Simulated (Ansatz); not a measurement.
# Bismuthene bilayer (AA) in a perpendicular field, part 2 of 2

Aim: how the bismuthene bilayer (AA) screens a field along its normal, and what the field does to its bands. A positive field points along +c.

Ansatz 0.2.0; plane-wave DFT, PBE-D3(BJ), Ansatz PAW (the session's first sound run).

So far. Step 14 (Same geometry, cutoff 420 eV, functional PBE (run 2)): The dipole is -0.0827 e·Å. Step 15 (Response at this level): The induced dipole is that of a conductor 9.35 Å thick.

## Step 16: Same geometry, cutoff 500 eV, functional r2SCAN

This step: plane-wave DFT, r2SCAN, Ansatz PAW (Ansatz 0.2.0).

The geometry is kept and the functional is r2SCAN; other changes against the main runs: SCF threshold 1.0e-10 → 1.0e-09 eV, cutoff 420 → 500, k-mesh 12×12×1 → 6×6×1 and no dispersion term, which doesn't act on the electrons.

File input.yaml:

```yaml
crystal:
  lattice:
    - [4.298735057, 0.0, 0.0]
    - [-2.1493675285, 3.7228137635, 0.0]
    - [0.0, 0.0, 24.4289530447]
  atoms:
    - { symbol: Bi, position: [0.6666666667, 0.3333333333, 0.3684152974] }
    - { symbol: Bi, position: [0.3333333333, 0.6666666667, 0.4399336859] }
    - { symbol: Bi, position: [0.6666666667, 0.3333333333, 0.5600663141] }
    - { symbol: Bi, position: [0.3333333333, 0.6666666667, 0.6315847026] }
kpoints:
  mp_grid: { grid: [6, 6, 1] }
hamiltonian:
  xc: r2scan
scf:
  occupations: { method: fermi_dirac, width: 0.05 }
  convergence: { dr2_threshold: 1.0e-09 }
efield:
  axis: 3
  dipole_correction: true
  ramp_position: 0.97
  ramp_width: 0.06
  amplitude: 0.1
output:
  write_potential: true
  write_density: true
  volumetric_format: npy
```

Run with:

```console
ansatz run input.yaml --threads 4 --pin off --max-ram 6144MiB --backend cpu --events-out ev --progress --plain --runs-dir out
```

It took 8 s on 4 threads of Arm Neoverse V2, shared host; peak memory 1.2 GiB.

The dipole is 0.0817 e·Å.

## Step 17: Same geometry, cutoff 500 eV, functional r2SCAN (run 2)

input.yaml, as its differences from that of step 16:

```diff
@@ -22,3 +22,3 @@
   ramp_width: 0.06
-  amplitude: 0.1
+  amplitude: -0.1
 output:
```

It took 7.7 s on 4 threads; peak memory 1.2 GiB; 30 s of CPU time.

The dipole is -0.0817 e·Å.

## Step 18: Response at this level

This step: plane-wave DFT, r2SCAN, Ansatz PAW; response to a field along the normal, atoms held (Ansatz 0.2.0).

The induced dipole is that of a conductor 9.23 Å thick.

## Step 19: Same geometry, cutoff 420 eV, functional HSE06

This step: plane-wave DFT, HSE06, Ansatz PAW (Ansatz 0.2.0).

The geometry is kept and the functional is HSE06; other changes against the main runs: SCF threshold 1.0e-10 → 1.0e-09 eV, k-mesh 12×12×1 → 6×6×1 and no dispersion term, which doesn't act on the electrons.

input.yaml, as its differences from that of step 17:

```diff
@@ -13,3 +13,3 @@
 hamiltonian:
-  xc: r2scan
+  xc: hse06
 scf:
@@ -22,3 +22,3 @@
   ramp_width: 0.06
-  amplitude: -0.1
+  amplitude: 0.1
 output:
```

It took 59 s on 4 threads; peak memory 4.5 GiB.

The dipole is 0.0818 e·Å.

## Step 20: Same geometry, cutoff 420 eV, functional HSE06 (run 2)

input.yaml, as its differences from that of step 19:

```diff
@@ -22,3 +22,3 @@
   ramp_width: 0.06
-  amplitude: 0.1
+  amplitude: -0.1
 output:
```

The job ended after 59 s (4 threads; peak memory 4.5 GiB; 3.7 min of CPU time).

The dipole is -0.0818 e·Å.

## Step 21: Side by side

Times are for 4 threads of Arm Neoverse V2, shared host. Results by setting:

| no. | functional | field | dipole along the normal (e·Å) | time | memory (GiB) |
| --- | --- | --- | --- | --- | --- |
| 1 | lda | 0.1 V/Å | 0.08239 | 3.2 s | 0.6 |
| 2 | lda | -0.1 V/Å | -0.08239 | 3.1 s | 0.6 |
| 3 | pbe | 0.1 V/Å | 0.08268 | 3.1 s | 0.62 |
| 4 | pbe | -0.1 V/Å | -0.08268 | 3.1 s | 0.62 |
| 5 | r2scan | 0.1 V/Å | 0.08167 | 8 s | 1.2 |
| 6 | r2scan | -0.1 V/Å | -0.08167 | 7.7 s | 1.2 |
| 7 | hse06 | 0.1 V/Å | 0.08177 | 59 s | 4.5 |
| 8 | hse06 | -0.1 V/Å | -0.08177 | 59 s | 4.5 |

## Step 22: Response at this level

This step: plane-wave DFT, HSE06, Ansatz PAW; response to a field along the normal, atoms held (Ansatz 0.2.0).

The induced dipole is that of a conductor 9.25 Å thick.

## Step 23: Varying the input

This step: plane-wave DFT, PBE-D3(BJ), Ansatz PAW (Ansatz 0.2.0).

A run with a changed input: it repeats the earlier run at 0.05 V/Å with efield.amplitude from 0.05 to -0.2 and efield.dipole_correction from true to false.

input.yaml, the sections that differ from step 20:

```yaml
kpoints:
  mp_grid: { grid: [12, 12, 1] }
  band_path:
    path: [[0, 0, 0], [0.5, 0, 0], [0.33333333, 0.33333333, 0], [0, 0, 0]]
    npoints: 16
hamiltonian:
  xc: pbe
  dispersion: d3bj
scf:
  occupations: { method: fermi_dirac, width: 0.05 }
  convergence: { dr2_threshold: 1.0e-10 }
efield:
  axis: 3
  dipole_correction: false
  ramp_position: 0.97
  ramp_width: 0.06
  amplitude: -0.2
# crystal, output: as in step 20
```

Wall time 14 s (4 threads); peak memory 0.8 GiB.

| quantity | this run | earlier run | difference |
| --- | --- | --- | --- |
| dipole along the normal (e·Å) | -0.2666 | 0.04116 | -0.31 |
| gap along the path (eV) | 0.2523 | 0.2511 | 0.0012 |
| smallest direct gap along the path (eV) | 0.2523 | 0.2511 | 0.0012 |

The applied field differs, and the slope found earlier predicts a dipole of -0.165 e·Å; this run gives -0.267 e·Å, 0.10 e·Å less.

With the dipole correction off, the periodic images add a field of their own to the typed one.

These numbers are not those of the isolated slab.

## Step 24: A changed input

Another changed input: it repeats the earlier run at 0.05 V/Å with efield.dipole_correction from true to false.

input.yaml, as its differences from that of step 23:

```diff
@@ -26,3 +26,3 @@
   ramp_width: 0.06
-  amplitude: -0.2
+  amplitude: 0.05
 output:
```

Run time: 13 s. Hardware: 4 threads; peak memory 0.8 GiB.

| quantity | this run | earlier run | difference |
| --- | --- | --- | --- |
| dipole along the normal (e·Å) | 0.06650 | 0.04116 | 0.025 |
| gap along the path (eV) | 0.2511 | 0.2511 | 5.0e-5 |
| smallest direct gap along the path (eV) | 0.2511 | 0.2511 | 5.0e-5 |

With the dipole correction off, the periodic images add a field of their own to the typed one.

What moves beyond 0.01 in its unit (for the dipole 0.5 % and 5e-5 e·Å): dipole along the normal (+0.0253 e·Å).

These numbers are not those of the isolated slab.

## Step 25: Outcome

```json
{
 "gap without field": "0.251 eV",
 "ionisation energy, upper face": "4.02 eV",
 "electron affinity, upper face": "3.77 eV",
 "equivalent conductor thickness, atoms held": "9.31 Å",
 "equivalent conductor thickness, LDA": "9.32 Å",
 "equivalent conductor thickness, PBE": "9.35 Å",
 "equivalent conductor thickness, r2SCAN": "9.23 Å",
 "equivalent conductor thickness, HSE06": "9.25 Å"
}
```

The induced dipole equals that of a perfect conductor 9.31 Å thick, while the outer atoms lie 6.43 Å apart; an out-of-plane ε follows only once a thickness t is chosen, by 1 − 1/ε = 9.31 Å / t. The gap stays within 0.01 eV of 0.25 eV over the fields run, up to 0.3 V/Å in size. Across the functionals the thickness runs from 9.23 to 9.35 Å; those runs use a coarser k-mesh, so they are to be compared with each other. Semilocal functionals give gaps that are too small, and excitons are not included. Spin-orbit coupling is left out, which matters for the bands of elements this heavy.

[Long decimals in the printed logs are rounded to 6 places.]

[Logs are printed without paths, hosts, clocks, repeated set-up lines and the standing remarks that a program may print on its own settings, such as how far it seeks lower states.]

[Hosts, paths, dates, database ids (printed as entryN), source tags and the programs' standing remarks are cut or masked in the printed files.]

[Maps of the electrostatic potential energy from Ansatz leave out the sawtooth potential of an applied field or a dipole correction, so their vacuum need not be flat; planar profiles and work functions include it.]
